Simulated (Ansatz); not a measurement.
# Hf(0001) with 2 thermally displaced layers, 2x2: scattering by thermal displacements, part 2 of 2

Aim: the resistivity of Hf at 180 K from frozen thermal displacements between perfect leads.

Ansatz 0.2.0; Ansatz plane-wave DFT, PBE, PAW files; ballistic transport by layer matching (Landauer), zero bias; PAW set soft_1.

So far, open channels per spin nearest the Fermi level: step 2 (with 2 displaced layers) 2.84.

### Step 3. With 6 displaced layers

Each atom of 6 layers is moved at random, by amounts drawn from a normal law 0.0493 Å wide in each direction from the Debye model (252 K) at 180 K. A fresh draw is used; the growth of the resistance with length is what counts.

System of this step: Hf(0001) with 6 thermally displaced layers, 2x2. The cell holds 64 atoms: 64 Hf. Its edges and angles: a = 6.393 Å, b = 6.393 Å, c = 40.462 Å, α = 90.0°, β = 90.0°, γ = 120.0°. It derives from Hf. Regions: lead, 40 atoms (40 Hf); scattering region, 24 atoms (24 Hf). The structure is stacked along c, and the current runs across the ab planes.

input.yaml reads:

```yaml
crystal:
  lattice:
    - [6.3934, 0.0, 0.0]
    - [-3.1967, 5.5368468166, 0.0]
    - [0.0, 0.0, 40.4624]
  atoms:
    - { symbol: Hf, position: [0.1666666667, 0.3333333333, 0.03125] }
    - { symbol: Hf, position: [0.1666666667, 0.8333333333, 0.03125] }
    - { symbol: Hf, position: [0.6666666667, 0.3333333333, 0.03125] }
    - { symbol: Hf, position: [0.6666666667, 0.8333333333, 0.03125] }
    - { symbol: Hf, position: [0.3333333333, 0.1666666667, 0.09375] }
    - { symbol: Hf, position: [0.3333333333, 0.6666666667, 0.09375] }
    - { symbol: Hf, position: [0.8333333333, 0.1666666667, 0.09375] }
    - { symbol: Hf, position: [0.8333333333, 0.6666666667, 0.09375] }
    - { symbol: Hf, position: [0.1666666667, 0.3333333333, 0.15625] }
    - { symbol: Hf, position: [0.1666666667, 0.8333333333, 0.15625] }
    - { symbol: Hf, position: [0.6666666667, 0.3333333333, 0.15625] }
    - { symbol: Hf, position: [0.6666666667, 0.8333333333, 0.15625] }
    - { symbol: Hf, position: [0.3333333333, 0.1666666667, 0.21875] }
    - { symbol: Hf, position: [0.3333333333, 0.6666666667, 0.21875] }
    - { symbol: Hf, position: [0.8333333333, 0.1666666667, 0.21875] }
    - { symbol: Hf, position: [0.8333333333, 0.6666666667, 0.21875] }
    - { symbol: Hf, position: [0.1666666667, 0.3333333333, 0.28125] }
    - { symbol: Hf, position: [0.1666666667, 0.8333333333, 0.28125] }
    - { symbol: Hf, position: [0.6666666667, 0.3333333333, 0.28125] }
    - { symbol: Hf, position: [0.6666666667, 0.8333333333, 0.28125] }
    - { symbol: Hf, position: [0.3407245787, 0.167504428, 0.3428433764] }
    - { symbol: Hf, position: [0.324180647, 0.6625877855, 0.3440185061] }
    - { symbol: Hf, position: [0.8246097895, 0.1648026637, 0.3435558409] }
    - { symbol: Hf, position: [0.8384636435, 0.6685795346, 0.3441833418] }
    - { symbol: Hf, position: [0.1610433591, 0.3321783218, 0.4072059804] }
    - { symbol: Hf, position: [0.1725820611, 0.8221135628, 0.40809608] }
    - { symbol: Hf, position: [0.6805344189, 0.3402957466, 0.4065724774] }
    - { symbol: Hf, position: [0.6707403739, 0.8463260307, 0.4086403407] }
    - { symbol: Hf, position: [0.3530966874, 0.1783858044, 0.46918579] }
    - { symbol: Hf, position: [0.3239885111, 0.666626975, 0.4695505061] }
    - { symbol: Hf, position: [0.8251511447, 0.1701876739, 0.4692741762] }
    - { symbol: Hf, position: [0.8334289655, 0.6561147681, 0.4679431193] }
    - { symbol: Hf, position: [0.1580863953, 0.3229090078, 0.5333709867] }
    - { symbol: Hf, position: [0.1643053222, 0.8362648438, 0.5309346964] }
    - { symbol: Hf, position: [0.6847698198, 0.3450993192, 0.5320223108] }
    - { symbol: Hf, position: [0.6498933051, 0.8337969733, 0.5320836875] }
    - { symbol: Hf, position: [0.3383280787, 0.1611603804, 0.5959717623] }
    - { symbol: Hf, position: [0.3201956501, 0.6607716657, 0.5948902008] }
    - { symbol: Hf, position: [0.8426337523, 0.1845103647, 0.5939798805] }
    - { symbol: Hf, position: [0.8267645048, 0.663302127, 0.5924194555] }
    - { symbol: Hf, position: [0.1596152633, 0.3389510491, 0.6569586741] }
    - { symbol: Hf, position: [0.1732949686, 0.8266088988, 0.6583096991] }
    - { symbol: Hf, position: [0.6714637296, 0.3473631825, 0.6557222606] }
    - { symbol: Hf, position: [0.6621036522, 0.8355592179, 0.6575077548] }
    - { symbol: Hf, position: [0.3333333333, 0.1666666667, 0.71875] }
    - { symbol: Hf, position: [0.3333333333, 0.6666666667, 0.71875] }
    - { symbol: Hf, position: [0.8333333333, 0.1666666667, 0.71875] }
    - { symbol: Hf, position: [0.8333333333, 0.6666666667, 0.71875] }
    - { symbol: Hf, position: [0.1666666667, 0.3333333333, 0.78125] }
    - { symbol: Hf, position: [0.1666666667, 0.8333333333, 0.78125] }
    - { symbol: Hf, position: [0.6666666667, 0.3333333333, 0.78125] }
    - { symbol: Hf, position: [0.6666666667, 0.8333333333, 0.78125] }
    - { symbol: Hf, position: [0.3333333333, 0.1666666667, 0.84375] }
    - { symbol: Hf, position: [0.3333333333, 0.6666666667, 0.84375] }
    - { symbol: Hf, position: [0.8333333333, 0.1666666667, 0.84375] }
    - { symbol: Hf, position: [0.8333333333, 0.6666666667, 0.84375] }
    - { symbol: Hf, position: [0.1666666667, 0.3333333333, 0.90625] }
    - { symbol: Hf, position: [0.1666666667, 0.8333333333, 0.90625] }
    - { symbol: Hf, position: [0.6666666667, 0.3333333333, 0.90625] }
    - { symbol: Hf, position: [0.6666666667, 0.8333333333, 0.90625] }
    - { symbol: Hf, position: [0.3333333333, 0.1666666667, 0.96875] }
    - { symbol: Hf, position: [0.3333333333, 0.6666666667, 0.96875] }
    - { symbol: Hf, position: [0.8333333333, 0.1666666667, 0.96875] }
    - { symbol: Hf, position: [0.8333333333, 0.6666666667, 0.96875] }
kpoints:
  mp_grid: { grid: [4, 4, 1] }
hamiltonian:
  xc: pbe
  pseudopotentials: { kind: paw, azcp: { folder: soft_1 } }
scf:
  occupations: { method: fermi_dirac, width: 0.1 }
output:
  transmission: { leads: [[0, 8]], kmesh: [8, 8], e_range: [-0.05, 0.05], de: 0.05 }
  write_potential: true
  write_density: true
  volumetric_format: npy
```

Started as:

```bash
ansatz run input.yaml --threads 4 --pin off --max-ram 15360MiB --backend cpu --events-out ev --progress --plain --runs-dir out
```

Numbers of over 12 decimals in the logs are rounded to 6 here.

What it wrote:

```text
[...]
Crystal: 64 atoms, lattice volume = 1432.340 Å³
Basis set: ecut = 420 eV, 28059 PW (Γ)
Bands: 999, of which v1, the nominal top of the filled ones, is band 832 counted from 1 (831 counted from 0)
Symmetry: 1 space group operations
[...]
k-points: 10 of 16 (time reversal used)
[...]
SCF iter   1: F=—  HF=-1006228.771080 eV  |F-HF|=—  |Δ(HF+E_count)|=         —  Δρ=3.56e-2  dr2=2.44e1  ethr=3.10e-3  ⟨swp⟩=6.0  Hψ=29585  notcnv=0  defer=286
[...]
SCF iter  12: F=-1006221.569450 eV  HF=-1006221.569450 eV  |F-HF|=5.01e-8  |Δ(HF+E_count)|=   2.68e-8  Δρ=1.00e-6  dr2=3.70e-8  ethr=6.01e-12  ⟨swp⟩=34.8  Hψ=77352  notcnv=0
SCF 1 converged in 12 iterations: F = -1006221.569450 eV  dr2 = 3.70e-8
[...]
transmission: 174 of 1734 steps passed
transmission: 354 of 1734 steps passed
[...]
transmission: 1734 of 1734 steps passed
SCF converged after 12 iterations
Free energy (F): -1006221.569450 eV
[...]
Internal energy: -1006219.862908 eV  (E = F + TS)
E sigma→0 (E₀):  -1006220.716179 eV
Entropy (-TS):   -1.706542 eV (-26.665 meV/atom)
Fermi energy:    18.130494 eV
[...]
--- Band table (eV; the first three rows and the last of 10) ---
  k-point 0: bands = [... 828 lower, 18.9019, 18.9260, 18.9677, 18.9788, 18.9970, 19.0005, 19.0210, 19.0285, ... 163 higher]
  k-point 1: bands = [... 828 lower, 18.3832, 18.4352, 18.4433, 18.4701, 18.4854, 18.4933, 18.5028, 18.5133, ... 163 higher]
  k-point 2: bands = [... 828 lower, 17.7798, 17.8000, 17.8292, 17.8430, 17.9253, 17.9503, 17.9624, 17.9693, ... 163 higher]
  k-point 9: bands = [... 828 lower, 17.7932, 17.8027, 17.8687, 17.9030, 17.9132, 17.9400, 17.9498, 17.9640, ... 163 higher]
--- Transmission ---
  basis      : 313 plane waves across, 51 finite elements along
  points     : 34, standing for a mesh of 8 x 8
[...]
channels       : 2.843750e0 a spin
[...]
junction   : crystal 0 to crystal 0, 0.70 to 36.10 Å
    transmission   : 2.315434e0 a spin
[...]
```

It took 12 min on 4 threads of AMD EPYC 9R45, shared host; peak memory 11 GiB.

This step gave:

```
free energy                                   : -1006221.5695 eV
energy at zero smearing                       : -1006220.7162 eV
transmission per spin nearest the Fermi level : 2.315
step of the lead's potential                  : 2.7 meV
```

Per spin. The transmission, zone mean by energy, zero at the Fermi level:

```csv
energy (eV),"transmission, zone mean"
-0.0500,2.27
0.0000,2.32
0.0500,2.20
```

Over the solved energies the transmission per spin lies between 2.20 and 2.32, out of 2.71 channels of the lead on average (up to 2.84).

### Step 4. With 10 displaced layers

Each atom of 10 layers is moved at random, by amounts drawn from a normal law 0.0493 Å wide in each direction from the Debye model (252 K) at 180 K. A fresh draw is used; the growth of the resistance with length is what counts.

System of this step: Hf(0001) with 10 thermally displaced layers, 2x2. The cell holds 80 atoms: 80 Hf. Its edges and angles: a = 6.393 Å, b = 6.393 Å, c = 50.578 Å, α = 90.0°, β = 90.0°, γ = 120.0°. It derives from Hf. Regions: lead, 40 atoms (40 Hf); scattering region, 40 atoms (40 Hf). The structure is stacked along c, and the current runs across the ab planes.

input.yaml reads:

```yaml
crystal:
  lattice:
    - [6.3934, 0.0, 0.0]
    - [-3.1967, 5.5368468166, 0.0]
    - [0.0, 0.0, 50.578]
  atoms:
    - { symbol: Hf, position: [0.1666666667, 0.3333333333, 0.025] }
    - { symbol: Hf, position: [0.1666666667, 0.8333333333, 0.025] }
    - { symbol: Hf, position: [0.6666666667, 0.3333333333, 0.025] }
    - { symbol: Hf, position: [0.6666666667, 0.8333333333, 0.025] }
    - { symbol: Hf, position: [0.3333333333, 0.1666666667, 0.075] }
    - { symbol: Hf, position: [0.3333333333, 0.6666666667, 0.075] }
    - { symbol: Hf, position: [0.8333333333, 0.1666666667, 0.075] }
    - { symbol: Hf, position: [0.8333333333, 0.6666666667, 0.075] }
    - { symbol: Hf, position: [0.1666666667, 0.3333333333, 0.125] }
    - { symbol: Hf, position: [0.1666666667, 0.8333333333, 0.125] }
    - { symbol: Hf, position: [0.6666666667, 0.3333333333, 0.125] }
    - { symbol: Hf, position: [0.6666666667, 0.8333333333, 0.125] }
    - { symbol: Hf, position: [0.3333333333, 0.1666666667, 0.175] }
    - { symbol: Hf, position: [0.3333333333, 0.6666666667, 0.175] }
    - { symbol: Hf, position: [0.8333333333, 0.1666666667, 0.175] }
    - { symbol: Hf, position: [0.8333333333, 0.6666666667, 0.175] }
    - { symbol: Hf, position: [0.1666666667, 0.3333333333, 0.225] }
    - { symbol: Hf, position: [0.1666666667, 0.8333333333, 0.225] }
    - { symbol: Hf, position: [0.6666666667, 0.3333333333, 0.225] }
    - { symbol: Hf, position: [0.6666666667, 0.8333333333, 0.225] }
    - { symbol: Hf, position: [0.3319670162, 0.1614489089, 0.2736916124] }
    - { symbol: Hf, position: [0.3247571102, 0.6711461684, 0.2759654856] }
    - { symbol: Hf, position: [0.8272784861, 0.1570927987, 0.2758516707] }
    - { symbol: Hf, position: [0.8202749868, 0.6603123823, 0.2756058158] }
    - { symbol: Hf, position: [0.1510231229, 0.3367763457, 0.3244325973] }
    - { symbol: Hf, position: [0.1671727173, 0.8326587428, 0.3251971668] }
    - { symbol: Hf, position: [0.6686448227, 0.3265753574, 0.3263861974] }
    - { symbol: Hf, position: [0.6760294922, 0.8408519943, 0.3261363489] }
    - { symbol: Hf, position: [0.3431722725, 0.174188411, 0.3750737431] }
    - { symbol: Hf, position: [0.3217207628, 0.6654632543, 0.3742493225] }
    - { symbol: Hf, position: [0.8235051467, 0.1689697882, 0.3744453682] }
    - { symbol: Hf, position: [0.8207388176, 0.6573722873, 0.3752618464] }
    - { symbol: Hf, position: [0.1753269854, 0.3451180013, 0.424986426] }
    - { symbol: Hf, position: [0.1809547963, 0.8458291798, 0.4261220104] }
    - { symbol: Hf, position: [0.6538873858, 0.3442823658, 0.4253313064] }
    - { symbol: Hf, position: [0.6715910828, 0.8366414109, 0.4253733875] }
    - { symbol: Hf, position: [0.3341991816, 0.1634683225, 0.4731449154] }
    - { symbol: Hf, position: [0.3289117009, 0.6595044605, 0.4760537218] }
    - { symbol: Hf, position: [0.8314767634, 0.1674105313, 0.4741711918] }
    - { symbol: Hf, position: [0.8293413119, 0.6665638934, 0.4735509857] }
    - { symbol: Hf, position: [0.1685145337, 0.3323881035, 0.5238433058] }
    - { symbol: Hf, position: [0.1504446986, 0.8379052377, 0.5247097006] }
    - { symbol: Hf, position: [0.6615242152, 0.3312289149, 0.5267720099] }
    - { symbol: Hf, position: [0.6666682772, 0.8341052139, 0.5235493296] }
    - { symbol: Hf, position: [0.3501343233, 0.1748425752, 0.5760408171] }
    - { symbol: Hf, position: [0.3377854807, 0.6748351504, 0.5753618663] }
    - { symbol: Hf, position: [0.837387397, 0.1653104465, 0.5735621918] }
    - { symbol: Hf, position: [0.832651932, 0.6494238763, 0.5747659368] }
    - { symbol: Hf, position: [0.1604417403, 0.3240402099, 0.6255981143] }
    - { symbol: Hf, position: [0.1631741511, 0.8294403173, 0.6255071164] }
    - { symbol: Hf, position: [0.669177487, 0.3457107959, 0.6253428517] }
    - { symbol: Hf, position: [0.6543432332, 0.8160076213, 0.6237242597] }
    - { symbol: Hf, position: [0.3414952785, 0.1662157243, 0.6747238056] }
    - { symbol: Hf, position: [0.3402998602, 0.6552367373, 0.6744286787] }
    - { symbol: Hf, position: [0.8322987061, 0.1718916288, 0.6743527077] }
    - { symbol: Hf, position: [0.8214474996, 0.6523628776, 0.6757114954] }
    - { symbol: Hf, position: [0.1707653571, 0.3290882503, 0.7251593415] }
    - { symbol: Hf, position: [0.1545887004, 0.8291289173, 0.7263442197] }
    - { symbol: Hf, position: [0.678008186, 0.3539214182, 0.7242320772] }
    - { symbol: Hf, position: [0.6702738101, 0.831591144, 0.725551967] }
    - { symbol: Hf, position: [0.3333333333, 0.1666666667, 0.775] }
    - { symbol: Hf, position: [0.3333333333, 0.6666666667, 0.775] }
    - { symbol: Hf, position: [0.8333333333, 0.1666666667, 0.775] }
    - { symbol: Hf, position: [0.8333333333, 0.6666666667, 0.775] }
    - { symbol: Hf, position: [0.1666666667, 0.3333333333, 0.825] }
    - { symbol: Hf, position: [0.1666666667, 0.8333333333, 0.825] }
    - { symbol: Hf, position: [0.6666666667, 0.3333333333, 0.825] }
    - { symbol: Hf, position: [0.6666666667, 0.8333333333, 0.825] }
    - { symbol: Hf, position: [0.3333333333, 0.1666666667, 0.875] }
    - { symbol: Hf, position: [0.3333333333, 0.6666666667, 0.875] }
    - { symbol: Hf, position: [0.8333333333, 0.1666666667, 0.875] }
    - { symbol: Hf, position: [0.8333333333, 0.6666666667, 0.875] }
    - { symbol: Hf, position: [0.1666666667, 0.3333333333, 0.925] }
    - { symbol: Hf, position: [0.1666666667, 0.8333333333, 0.925] }
    - { symbol: Hf, position: [0.6666666667, 0.3333333333, 0.925] }
    - { symbol: Hf, position: [0.6666666667, 0.8333333333, 0.925] }
    - { symbol: Hf, position: [0.3333333333, 0.1666666667, 0.975] }
    - { symbol: Hf, position: [0.3333333333, 0.6666666667, 0.975] }
    - { symbol: Hf, position: [0.8333333333, 0.1666666667, 0.975] }
    - { symbol: Hf, position: [0.8333333333, 0.6666666667, 0.975] }
kpoints:
  mp_grid: { grid: [4, 4, 1] }
hamiltonian:
  xc: pbe
  pseudopotentials: { kind: paw, azcp: { folder: soft_1 } }
scf:
  occupations: { method: fermi_dirac, width: 0.1 }
output:
  transmission: { leads: [[0, 8]], kmesh: [8, 8], e_range: [-0.05, 0.05], de: 0.05 }
  write_potential: true
  write_density: true
  volumetric_format: npy
```

What it wrote:

```text
[...]
Crystal: 80 atoms, lattice volume = 1790.425 Å³
Basis set: ecut = 420 eV, 35125 PW (Γ)
Bands: 1248, of which v1, the nominal top of the filled ones, is band 1040 counted from 1 (1039 counted from 0)
Symmetry: 1 space group operations
[...]
k-points: 10 of 16 (time reversal used)
[...]
SCF iter   1: F=—  HF=-1257785.705974 eV  |F-HF|=—  |Δ(HF+E_count)|=         —  Δρ=3.55e-2  dr2=3.18e1  ethr=3.10e-3  ⟨swp⟩=7.1  Hψ=35810  notcnv=0  defer=454
[...]
SCF iter  12: F=-1257776.647153 eV  HF=-1257776.647153 eV  |F-HF|=6.01e-8  |Δ(HF+E_count)|=   2.71e-7  Δρ=9.67e-7  dr2=5.05e-8  ethr=1.00e-12  ⟨swp⟩=46.7  Hψ=299241  notcnv=80
SCF 1 converged in 12 iterations: F = -1257776.647153 eV  dr2 = 5.05e-8
[...]
transmission: 222 of 2176 steps passed
transmission: 441 of 2176 steps passed
[...]
transmission: 2176 of 2176 steps passed
SCF converged after 12 iterations
Free energy (F): -1257776.647153 eV
[...]
Internal energy: -1257774.457766 eV  (E = F + TS)
E sigma→0 (E₀):  -1257775.552460 eV
Entropy (-TS):   -2.189387 eV (-27.367 meV/atom)
Fermi energy:    18.126460 eV
[...]
--- Band table (eV; the first three rows and the last of 10) ---
  k-point 0: bands = [... 1036 lower, 18.9248, 18.9450, 18.9574, 18.9692, 18.9751, 18.9789, 18.9974, 19.0033, ... 204 higher]
  k-point 1: bands = [... 1036 lower, 18.3795, 18.4521, 18.4593, 18.4743, 18.4802, 18.4846, 18.4907, 18.4988, ... 204 higher]
  k-point 2: bands = [... 1036 lower, 17.7960, 17.8075, 17.8656, 17.8710, 17.8779, 17.8878, 17.9162, 17.9260, ... 204 higher]
  k-point 9: bands = [... 1036 lower, 17.8194, 17.8377, 17.8580, 17.8869, 17.8948, 17.9003, 17.9083, 17.9434, ... 204 higher]
--- Transmission ---
  basis      : 313 plane waves across, 64 finite elements along
  points     : 34, standing for a mesh of 8 x 8
[...]
channels       : 2.843750e0 a spin
[...]
junction   : crystal 0 to crystal 0, 0.70 to 46.22 Å
    transmission   : 2.148492e0 a spin
[...]
```

Elapsed: 27 min, on 4 threads; peak memory 13 GiB; 1.7 h of CPU time.

This step gave:

```yaml
free_energy: -1257776.6472 eV
energy_at_zero_smearing: -1257775.5525 eV
transmission_per_spin_nearest_the_fermi_level: 2.148
step_of_the_lead_s_potential: 6.1 meV
```

Per spin. Transmission, zone mean against energy, zero at the Fermi level:

```csv
energy (eV),"transmission, zone mean"
-0.0500,2.15
0.0000,2.15
0.0500,1.95
```

Over the solved energies the transmission per spin lies between 1.95 and 2.15, out of 2.71 channels of the lead on average (up to 2.84).

### Step 5. Resistance against length

This step: Ansatz plane-wave DFT, PBE, PAW files; ballistic transport by layer matching (Landauer), zero bias; resistivity from the slope of the area resistance; PAW set soft_1 (Ansatz 0.2.0).

This step gave:

| Property | Result |
| --- | --- |
| resistivity | 21.12 µΩ cm |
| intercept | -0.01495 fΩ m² |
| scatter about the fit | 0.01887 fΩ m² |

Resistance, by row:

```csv
run,length (Å),T,channels N,RA (fΩ m²)
n2,5.058,2.588,2.708,0.07852
n6,15.17,2.263,2.708,0.3322
n10,25.29,2.084,2.708,0.5058
```

Table of area resistance by length of the displaced region:

```csv
length of the displaced region (Å),area resistance (fΩ m²)
5.06,0.0785
15.17,0.332
25.29,0.506
```

The area resistance goes from 0.079 to 0.51 fΩ m² between 5.1 and 25.3 Å, a slope of 21 µΩ cm.

By hand from the end points: (0.5058 − 0.07852) fΩ m² / (25.29 − 5.06) Å = 21 µΩ cm, since 1 fΩ m² per Å is 1000 µΩ cm.

### Step 6. What came out

```
resistivity from the slope  : 21.1 µΩ cm
area resistance over 5.06 Å : 0.0785 fΩ m²
area resistance over 15.2 Å : 0.332 fΩ m²
area resistance over 25.3 Å : 0.506 fΩ m²
```

**Reading.** The slope gives 21 µΩ cm. The points scatter by 0.019 fΩ m² about the line, with one random draw a length in a 2x2 cell, so the slope is a rough value. The mean square of the displacements drawn is 0.73, 0.99 and 0.93 of the nominal one at the three lengths; with each resistance scaled back by that, the slope is 22 µΩ cm, the value used below. Read with a model of isotropic scattering on a spherical Fermi surface and the lead's 0.59×10¹⁵ S/m², this slope means a mean free path near 65 Å; over these lengths the model's slope is 1.11 times its bulk resistivity, which would be 20 µΩ cm. Uncorrelated displacements put too much weight on short waves, which scatter strongly; with the sideways repeat of a small cell, one draw and three short lengths, the method is good to a factor of two or three. Spin-orbit coupling is left out, which matters for Hf.

[Logs are printed without paths, hosts, clocks, repeated set-up lines and the standing remarks that a program may print on its own settings, such as how far it seeks lower states.]

[Hosts, paths, dates, database ids (printed as entryN), source tags and the programs' standing remarks are cut or masked in the printed files.]
